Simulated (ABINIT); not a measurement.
# NaF (Villiaumite): G0W0 in ABINIT against the bands in the self-energy

Wanted: the cheapest bands in the self-energy that holds the gap of NaF (Villiaumite).

Main program and level: ABINIT 10.8.3; PBEsol and many-body steps on it, plane waves.

## (1) The starting structure

It takes space group Fm-3m (No. 225, cubic). Conventional cell: a = 4.640 Å, b = 4.640 Å, c = 4.640 Å, α = 90.00°, β = 90.00°, γ = 90.00°. Nearest to Na lie 6 F at 2.32 Å. Nearest to F lie 6 Na at 2.32 Å. Farther neighbours and most contacts between anions are not listed.

The cell and positions come from the Crystallography Open Database and are kept as given unless a step says otherwise.

## (2) Screening, 4×4×4 mesh, 82 bands, screening to 217.7 eV

This step: ABINIT 10.8.3; RPA screening on PBEsol, plane waves, norm-conserving pseudopotentials.

The RPA dielectric matrix is built and inverted for each q.

The input, run.abi:

```
acell 3*1.0 Angstrom
rprim 
  -0.000000000000 2.320000000000 2.320000000000
  2.320000000000 -0.000000000000 2.320000000000
  2.320000000000 2.320000000000 -0.000000000000
ntypat 2
znucl 11 9
natom 2
typat 1 2
xred 
  0.000000000000 0.000000000000 0.000000000000
  0.500000000000 0.500000000000 0.500000000000
pp_dirpath "pseudos"
pseudos "Na.upf, F.upf"
ecut 38
ngkpt 4 4 4
nshiftk 1
shiftk 0 0 0
kptopt 1
chksymbreak 0
istwfk *1
occopt 1
irdwfk 1
optdriver 3
nband 82
ecuteps 8
inclvkb 2
awtr 1
symchi 1
indata_prefix "in"
outdata_prefix "out"
tmpdata_prefix "tmp"
```

Launch:

```
OMP_NUM_THREADS=1 mpirun -n 4 abinit run.abi > log
```

Output:

```text
.Version 10.8.3 of ABINIT. v10.8.2 released Aug 2026.

 Symmetries : space group Fm -3 m (#225); Bravais cF (face-center cubic)
[... echo of the input left out ...]
== DATASET  1 ==================================================================
-   mpi_nproc: 4, omp_nthreads: 1 (-1 if OMP is not activated)

--- !DatasetInfo
iteration_state: {dtset: 1, }
dimensions: {natom: 2, nkpt: 8, mband: 82, nsppol: 1, nspinor: 1, nspden: 1, mpw: 1917, }
cutoff_energies: {ecut:  38.0, pawecutdg:  -1.0, }
electrons: {nelect:   1.60000000E+01, charge:   0.00000000E+00, occopt:   1.00000000E+00, tsmear:   1.00000000E-02, }

 SCREENING: Calculation of the susceptibility and dielectric matrices

 Based on a program developped by R.W. Godby, V. Olevano, G. Onida, and L. Reining.
 Incorporated in ABINIT by V. Olevano, G.-M. Rignanese, and M. Torrent.
.Using double precision arithmetic ; gwpc =  8

[... cell and pseudopotentials left out ...]
--------------------------------------------------------------------------------

 ==== K-mesh for the wavefunctions ====
 Number of points in the irreducible wedge :     8
[... list of points left out ...]
 Together with 48 symmetry operations and time-reversal symmetry
 yields    64 points in the full Brillouin Zone.

 ==== Q-mesh for the screening function ====
 Number of points in the irreducible wedge :     8
[... list of points left out ...]
 Together with 48 symmetry operations and time-reversal symmetry
 yields    64 points in the full Brillouin Zone.

 setmesh: FFT mesh size selected  =    25x   25x   25
          total number of points  =        15625

 vcoul_init : cutoff-mode = AUXILIARY_FUNCTION
 q-points for optical limit:   1
     1)      0.000010    0.000020    0.000030

- screening: taking advantage of time-reversal symmetry
- Maximum band index for partially occupied states nbvw = 8
- Remaining bands to be divided among processors   nbcw = 74
- Number of bands treated by each node ~18

 Number of electrons calculated from density =   16.0000; Expected =   16.0000
 average of density, n =  0.094936
 r_s =    1.3599
 omega_plasma =   29.7215 [eV]

 calculating chi0 at frequencies [eV] :
  1    0.000000E+00    0.000000E+00
  2    0.000000E+00    2.972147E+01

--------------------------------------------------------------------------------
  q-point number  1        q = ( 0.000000, 0.000000, 0.000000) [r.l.u.]
--------------------------------------------------------------------------------
[... chi0 elements left out ...]
 For q-point:  0.000010 0.000020 0.000030
  dielectric constant =   1.8190
  dielectric constant without local fields =   1.9181

  Average fulfillment of the sum rule on Im[epsilon] for q-point    1 :     59.70  [%]
[... wings left out ...]
  q-point number  2        q = ( 0.250000, 0.000000, 0.000000) [r.l.u.]
--------------------------------------------------------------------------------
[... chi0 elements left out ...]
  Average fulfillment of the sum rule on Im[epsilon] for q-point    2 :     73.15  [%]

 [... 6 further q-points ...]
```

It took 7.2 s on 4 MPI ranks of Arm Neoverse V2, shared host; peak memory 0.52 GiB; 28 s of CPU time.

Numbers from this step:

* ε∞ with local fields, on this mesh, along the program's q direction: 1.819
* the same without local fields: 1.918
* plasma frequency: 29.72 eV
* plane waves in the screening matrix: 169

Local fields lower ε∞ by 5 %. On a Γ-centred mesh this coarse the value itself is usually too large, while a short band sum pulls it down.

## (3) 16 bands

This step: G0W0 on PBEsol, plane waves, norm-conserving pseudopotentials.

run.abi, as its differences from that of step 2:

```diff
@@ -23,8 +23,15 @@
 irdwfk 1
-optdriver 3
-nband 82
+optdriver 4
+nband 16
+gwcalctyp 0
+ecutsigx 38
+symsigma 1
+nkptgw 1
+kptgw 
+  0.0000000000 0.0000000000 0.0000000000
+bdgw 
+  6 12
 ecuteps 8
-inclvkb 2
-awtr 1
-symchi 1
+irdscr 1
+ppmodel 1
 indata_prefix "in"
```

Output:

```text
.Version 10.8.3 of ABINIT. v10.8.2 released Aug 2026.

 Symmetries : space group Fm -3 m (#225); Bravais cF (face-center cubic)
[... echo of the input left out ...]
== DATASET  1 ==================================================================
-   mpi_nproc: 4, omp_nthreads: 1 (-1 if OMP is not activated)

--- !DatasetInfo
iteration_state: {dtset: 1, }
dimensions: {natom: 2, nkpt: 8, mband: 16, nsppol: 1, nspinor: 1, nspden: 1, mpw: 1917, }
cutoff_energies: {ecut:  38.0, pawecutdg:  -1.0, }
electrons: {nelect:   1.60000000E+01, charge:   0.00000000E+00, occopt:   1.00000000E+00, tsmear:   1.00000000E-02, }

 SIGMA: Calculation of the GW corrections

 Based on a program developped by R.W. Godby, V. Olevano, G. Onida, and L. Reining.
 Incorporated in ABINIT by V. Olevano, G.-M. Rignanese, and M. Torrent.
.Using double precision arithmetic ; gwpc =  8

[... cell and pseudopotentials left out ...]
--------------------------------------------------------------------------------

 ==== K-mesh for the wavefunctions ====
 Number of points in the irreducible wedge :     8
[... list of points left out ...]
 Together with 48 symmetry operations and time-reversal symmetry
 yields    64 points in the full Brillouin Zone.

 ==== Q-mesh for screening function ====
 Number of points in the irreducible wedge :     8
[... list of points left out ...]
 Together with 48 symmetry operations and time-reversal symmetry
 yields    64 points in the full Brillouin Zone.

 vcoul_init : cutoff-mode = AUXILIARY_FUNCTION
 q-points for optical limit:   1
     1)      0.000010    0.000020    0.000030
 setmesh: FFT mesh size selected  =    36x   36x   36
          total number of points  =        46656

 Number of electrons calculated from density =   16.0000; Expected =   16.0000
 average of density, n =  0.094936
 r_s =    1.3599
 omega_plasma =   29.7215 [eV]

 === KS Band Gaps ===
  >>>> For spin  1
   Minimum direct gap =   6.1803 [eV], located at k-point      :   0.0000  0.0000  0.0000
   Fundamental gap    =   6.1803 [eV], Top of valence bands at :   0.0000  0.0000  0.0000
                                       Bottom of conduction at :   0.0000  0.0000  0.0000
 SIGMA fundamental parameters:
 PLASMON POLE MODEL  1
 number of plane-waves for SigmaX                 1917
 number of plane-waves for SigmaC and W            169
 number of plane-waves for wavefunctions          1917
 number of bands                                    16
 number of independent spin polarizations            1
 number of spinorial components                      1
 number of k-points in IBZ                           8
 number of q-points in IBZ                           8
 number of symmetry operations                      48
 number of k-points in BZ                           64
 number of q-points in BZ                           64
 number of frequencies for dSigma/dE                 9
 frequency step for dSigma/dE [eV]                0.25
 number of omega for Sigma on real axis              0
 max omega for Sigma on real axis  [eV]           0.00
 zcut for avoiding poles [eV]                     0.10

 EPSILON^-1 parameters (SCR file):
 dimension of the eps^-1 matrix on file            169
 dimension of the eps^-1 matrix used               169
 number of plane-waves for wavefunctions          1917
 number of bands                                    82
 number of q-points in IBZ                           8
 number of frequencies                               2
 number of real frequencies                          1
 number of imag frequencies                          1

 matrix elements of self-energy operator (all in [eV])

 Perturbative Calculation

--- !SelfEnergy_ee
iteration_state: {dtset: 1, }
kpoint     : [   0.000,    0.000,    0.000, ]
spin       : 1
KS_gap     :    6.180
QP_gap     :   10.087
Delta_QP_KS:    3.907
data: !SigmaeeData |
     Band     E0 <VxcDFT>   SigX SigC(E0)      Z dSigC/dE  Sig(E)    E-E0       E
        6  -1.485 -22.214 -30.058   5.473   0.827  -0.210 -24.173  -1.959  -3.444
        7  -1.485 -22.214 -30.058   5.473   0.827  -0.210 -24.173  -1.959  -3.444
        8  -1.485 -22.214 -30.058   5.473   0.827  -0.210 -24.173  -1.959  -3.444
        9   4.696  -9.609  -5.258  -2.204   0.907  -0.103  -7.661   1.948   6.643
       10  17.416  -7.362  -2.141  -2.319   0.917  -0.091  -4.701   2.661  20.077
       11  17.416  -7.362  -2.141  -2.319   0.917  -0.091  -4.701   2.661  20.077
       12  17.416  -7.362  -2.141  -2.319   0.917  -0.091  -4.701   2.661  20.077

== END DATASET(S) ==============================================================
================================================================================

 -outvars: echo values of variables after computation  --------
           etotal      0.0000000000E+00
            nband          16
             nkpt           8
          spgroup         225
 [... the other variables as echoed above ...]

 Calculation completed.
```

Wall time 2 s (4 MPI ranks); peak memory 0.13 GiB.

Numbers from this step:

```
G0W0 gap on the points computed              : 10.09 eV
starting gap on the mesh                     : 6.180 eV
k of the valence top                         : 0, 0, 0
k of the conduction bottom                   : 0, 0, 0
Z at the valence top                         : 0.827
Z at the conduction bottom                   : 0.907
least direct G0W0 gap on the computed points : 10.09 eV
```

## (4) 26 bands

The self-energy is evaluated for the states that the input lists, and the levels follow from it, in one-shot runs by the linearised quasiparticle equation.

run.abi, as its differences from that of step 3:

```diff
@@ -24,3 +24,3 @@
 optdriver 4
-nband 16
+nband 26
 gwcalctyp 0
```

Output:

```text
.Version 10.8.3 of ABINIT. v10.8.2 released Aug 2026.

 Symmetries : space group Fm -3 m (#225); Bravais cF (face-center cubic)
[... echo of the input left out ...]
== DATASET  1 ==================================================================
-   mpi_nproc: 4, omp_nthreads: 1 (-1 if OMP is not activated)

--- !DatasetInfo
iteration_state: {dtset: 1, }
dimensions: {natom: 2, nkpt: 8, mband: 26, nsppol: 1, nspinor: 1, nspden: 1, mpw: 1917, }
cutoff_energies: {ecut:  38.0, pawecutdg:  -1.0, }
electrons: {nelect:   1.60000000E+01, charge:   0.00000000E+00, occopt:   1.00000000E+00, tsmear:   1.00000000E-02, }

 SIGMA: Calculation of the GW corrections

 Based on a program developped by R.W. Godby, V. Olevano, G. Onida, and L. Reining.
 Incorporated in ABINIT by V. Olevano, G.-M. Rignanese, and M. Torrent.
.Using double precision arithmetic ; gwpc =  8

[... cell and pseudopotentials left out ...]
--------------------------------------------------------------------------------

 ==== K-mesh for the wavefunctions ====
 Number of points in the irreducible wedge :     8
[... list of points left out ...]
 Together with 48 symmetry operations and time-reversal symmetry
 yields    64 points in the full Brillouin Zone.

 ==== Q-mesh for screening function ====
 Number of points in the irreducible wedge :     8
[... list of points left out ...]
 Together with 48 symmetry operations and time-reversal symmetry
 yields    64 points in the full Brillouin Zone.

 vcoul_init : cutoff-mode = AUXILIARY_FUNCTION
 q-points for optical limit:   1
     1)      0.000010    0.000020    0.000030
 setmesh: FFT mesh size selected  =    36x   36x   36
          total number of points  =        46656

 Number of electrons calculated from density =   16.0000; Expected =   16.0000
[...]
number of q-points in BZ                           64
 number of frequencies for dSigma/dE                 9
 frequency step for dSigma/dE [eV]                0.25
 number of omega for Sigma on real axis              0
 max omega for Sigma on real axis  [eV]           0.00
 zcut for avoiding poles [eV]                     0.10

 EPSILON^-1 parameters (SCR file):
 dimension of the eps^-1 matrix on file            169
 dimension of the eps^-1 matrix used               169
 number of plane-waves for wavefunctions          1917
 number of bands                                    82
 number of q-points in IBZ                           8
 number of frequencies                               2
 number of real frequencies                          1
 number of imag frequencies                          1

 matrix elements of self-energy operator (all in [eV])

 Perturbative Calculation

--- !SelfEnergy_ee
iteration_state: {dtset: 1, }
kpoint     : [   0.000,    0.000,    0.000, ]
spin       : 1
KS_gap     :    6.180
QP_gap     :   10.187
Delta_QP_KS:    4.007
data: !SigmaeeData |
     Band     E0 <VxcDFT>   SigX SigC(E0)      Z dSigC/dE  Sig(E)    E-E0       E
        6  -1.485 -22.214 -30.058   5.126   0.824  -0.214 -24.452  -2.238  -3.723
        7  -1.485 -22.214 -30.058   5.126   0.824  -0.214 -24.452  -2.238  -3.723
        8  -1.485 -22.214 -30.058   5.126   0.824  -0.214 -24.452  -2.238  -3.723
        9   4.696  -9.609  -5.258  -2.396   0.905  -0.105  -7.840   1.769   6.464
       10  17.416  -7.362  -2.141  -2.830   0.908  -0.102  -5.191   2.170  19.586
       11  17.416  -7.362  -2.141  -2.830   0.908  -0.102  -5.191   2.170  19.586
       12  17.416  -7.362  -2.141  -2.830   0.908  -0.102  -5.191   2.170  19.586

== END DATASET(S) ==============================================================
================================================================================

 -outvars: echo values of variables after computation  --------
           etotal      0.0000000000E+00
            nband          26
             nkpt           8
          spgroup         225
 [... the other variables as echoed above ...]

 Calculation completed.
```

It took 2.2 s on 4 MPI ranks; peak memory 0.13 GiB; 8.6 s of CPU time.

This step gave:

| Item | Value |
| --- | --- |
| G0W0 gap on the points computed | 10.19 eV |
| starting gap on the mesh | 6.180 eV |
| k of the valence top | 0, 0, 0 |
| k of the conduction bottom | 0, 0, 0 |
| Z at the valence top | 0.824 |
| Z at the conduction bottom | 0.905 |
| least direct G0W0 gap on the computed points | 10.19 eV |

The gap on the mesh goes from 6.18 eV to 10.19 eV, a correction of +4.01 eV.

## (5) 51 bands

run.abi, as its differences from that of step 4:

```diff
@@ -24,3 +24,3 @@
 optdriver 4
-nband 26
+nband 51
 gwcalctyp 0
```

Output:

```text
.Version 10.8.3 of ABINIT. v10.8.2 released Aug 2026.

 Symmetries : space group Fm -3 m (#225); Bravais cF (face-center cubic)
[... echo of the input left out ...]
== DATASET  1 ==================================================================
-   mpi_nproc: 4, omp_nthreads: 1 (-1 if OMP is not activated)

--- !DatasetInfo
iteration_state: {dtset: 1, }
dimensions: {natom: 2, nkpt: 8, mband: 51, nsppol: 1, nspinor: 1, nspden: 1, mpw: 1917, }
cutoff_energies: {ecut:  38.0, pawecutdg:  -1.0, }
[...]
10  17.416  -7.362  -2.141  -3.078   0.905  -0.105  -5.423   1.939  19.355
       11  17.416  -7.362  -2.141  -3.078   0.905  -0.105  -5.423   1.939  19.355
       12  17.416  -7.362  -2.141  -3.078   0.905  -0.105  -5.423   1.939  19.355

== END DATASET(S) ==============================================================
================================================================================

 -outvars: echo values of variables after computation  --------
           etotal      0.0000000000E+00
            nband          51
             nkpt           8
          spgroup         225
 [... the other variables as echoed above ...]

 Calculation completed.
```

Elapsed: 2.6 s, on 4 MPI ranks; peak memory 0.13 GiB; 10 s of CPU time.

This step gave:

```
G0W0 gap on the points computed              : 10.39 eV
starting gap on the mesh                     : 6.180 eV
k of the valence top                         : 0, 0, 0
k of the conduction bottom                   : 0, 0, 0
least direct G0W0 gap on the computed points : 10.39 eV
```

Against the run before, the gap moves by +0.204 eV.

## (6) 82 bands

run.abi, as its differences from that of step 5:

```diff
@@ -24,3 +24,3 @@
 optdriver 4
-nband 51
+nband 82
 gwcalctyp 0
```

Output:

```text
.Version 10.8.3 of ABINIT. v10.8.2 released Aug 2026.

 Symmetries : space group Fm -3 m (#225); Bravais cF (face-center cubic)
[... echo of the input left out ...]
== DATASET  1 ==================================================================
-   mpi_nproc: 4, omp_nthreads: 1 (-1 if OMP is not activated)

--- !DatasetInfo
iteration_state: {dtset: 1, }
dimensions: {natom: 2, nkpt: 8, mband: 82, nsppol: 1, nspinor: 1, nspden: 1, mpw: 1917, }
cutoff_energies: {ecut:  38.0, pawecutdg:  -1.0, }
[...]
10  17.416  -7.362  -2.141  -3.147   0.905  -0.105  -5.485   1.876  19.293
       11  17.416  -7.362  -2.141  -3.147   0.905  -0.105  -5.485   1.876  19.293
       12  17.416  -7.362  -2.141  -3.147   0.905  -0.105  -5.485   1.876  19.293

== END DATASET(S) ==============================================================
================================================================================

 -outvars: echo values of variables after computation  --------
           etotal      0.0000000000E+00
            nband          82
             nkpt           8
          spgroup         225
 [... the other variables as echoed above ...]

 Calculation completed.
```

The job ended after 3.2 s (4 MPI ranks; peak memory 0.53 GiB).

Numbers from this step:

- G0W0 gap on the points computed: 10.51 eV
- starting gap on the mesh: 6.180 eV
- k of the valence top: 0, 0, 0
- k of the conduction bottom: 0, 0, 0
- least direct G0W0 gap on the computed points: 10.51 eV

Against the run before, the gap moves by +0.118 eV.

## (7) The runs together

Times are wall times on 4 MPI ranks of Arm Neoverse V2, shared host, good to a factor of about two. A run's time includes the screening step that it read.

```
     run   mesh  bands  screening cutoff (eV)  DFT gap (eV)  gap on the mesh (eV)  direct (eV)  ε∞ used   time
16 bands  4×4×4     16                  217.7         6.180                10.087       10.087     1.82  9.2 s
26 bands  4×4×4     26                  217.7         6.180                10.187       10.187     1.82  9.4 s
51 bands  4×4×4     51                  217.7         6.180                10.391       10.391     1.82  9.8 s
82 bands  4×4×4     82                  217.7         6.180                10.509       10.509     1.82   10 s
```

## (8) Outcome

```
16 bands     : 10.087 eV
26 bands     : 10.187 eV
51 bands     : 10.391 eV
82 bands     : 10.509 eV
known limits : not at the basis limit; coarse k mesh
```

In words: The setting moved: bands in the self-energy. From 16 bands to 82 bands the gap moves by +0.42 eV. The last step still moves it by +0.118 eV. Bands and screening cutoff are coupled, so a series along one setting does not show full convergence. Bands and cutoff are finite, so the gap is not at the basis limit. The miss can reach some tenths of an eV and take either sign; the mesh is an error of its own. In the first G0W0 run levels were corrected at 1 k point alone, so a gap called «on the mesh» is the least over those, and an edge elsewhere would be missed. The 4×4×4 mesh is coarse for this cell, which bears on the long-range parts of exchange and screening.

[Paths, hosts, dates, memory and timing lines, banners, echoed tables and standing remarks are left out of the program output.]

[Logs are printed without paths, hosts, clocks, repeated set-up lines and the standing remarks that a program may print on its own settings, such as how far it seeks lower states.]

[Runs of the session that timed out or met a known fault of the program may be left out.]

[No measured gap is set beside runs whose start may be inverted or whose files or cutoffs have a known fault.]

[Hosts, paths, dates, database ids (printed as entryN), source tags and the programs' standing remarks are cut or masked in the printed files.]

[G0W0 gaps are taken among the corrected bands and points alone; a level outside them can change the order at an edge.]

[Where Ansatz stands beside ABINIT at settings called matched, ABINIT's density can come from a denser mesh and the files from another edition; pairs whose starting gaps differed by over 0.03 eV were left out, so agreement reads better than it is.]
